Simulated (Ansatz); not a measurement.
## HfO2 (tetragonal): which axis gives way under pressure?

Cell and atoms of tetragonal HfO2 are relaxed at set pressures, to see how each axis shrinks. The phase is followed to these pressures whether or not it stays the stable one.

Calculated with Ansatz 0.2.0, PBEsol, PAW files of the set soft_1, cutoff 600 eV, Fermi–Dirac smearing 0.02 eV, k-mesh 8×8×6, no spin polarisation, no spin-orbit coupling.

Reference cell, relaxed at zero pressure with PBEsol (P4_2/nmc): a = 3.5674 Å, b = 3.5674 Å, c = 5.1662 Å, α = 90.00°, β = 90.00°, γ = 90.00°.

```csv
atom,x,y,z
Hf,0.0000,0.0000,0.0000
Hf,0.5000,0.5000,0.5000
O,0.0000,0.5000,0.2002
O,0.0000,0.5000,0.7002
O,0.5000,0.0000,0.2998
O,0.5000,0.0000,0.7998
```

```csv
P (GPa),a (Å),c (Å),c/a
−4.00,3.5868,5.2235,1.4563
0.00,3.5674,5.1662,1.4482
5.00,3.5453,5.1074,1.4406
10.00,3.5252,5.0580,1.4348
15.00,3.5065,5.0152,1.4302
30.00,3.4576,4.9134,1.4210
```

**Question.** Give the linear compressibility of each axis at zero pressure, and the edges at 20.00 GPa, a row left out above.

Least squares with l = l0 + l1 P + l2 P² gives for a: l0 = 3.5677 Å, l1 = −4.553e−3 Å/GPa, l2 = 2.95e−5 Å/GPa², so β = −l1/l0 = 1.276 × 10⁻³ GPa⁻¹ and the withheld edge is 3.4885 Å. The run itself gives 3.4892 Å, so the estimate misses by 0.0007 Å, more than the largest misfit of the fitted rows (0.0004 Å).

Least squares with l = l0 + l1 P + l2 P² gives for c: l0 = 5.1689 Å, l1 = −1.241e−2 Å/GPa, l2 = 1.31e−4 Å/GPa², so β = −l1/l0 = 2.401 × 10⁻³ GPa⁻¹ and the withheld edge is 4.9729 Å. The run itself gives 4.9775 Å, so the estimate misses by 0.0046 Å, more than the largest misfit of the fitted rows (0.0031 Å).

The compressibilities add to the volume compressibility, 2β_a + β_c = 4.953 × 10⁻³ GPa⁻¹, or B0 ≈ 202 GPa; a parabola over so wide a range errs a few per cent to the stiff side. The c axis is the softest, 1.9 times as compressible as a.

[Logs are printed without paths, hosts, clocks, repeated set-up lines and the standing remarks that a program may print on its own settings, such as how far it seeks lower states.]
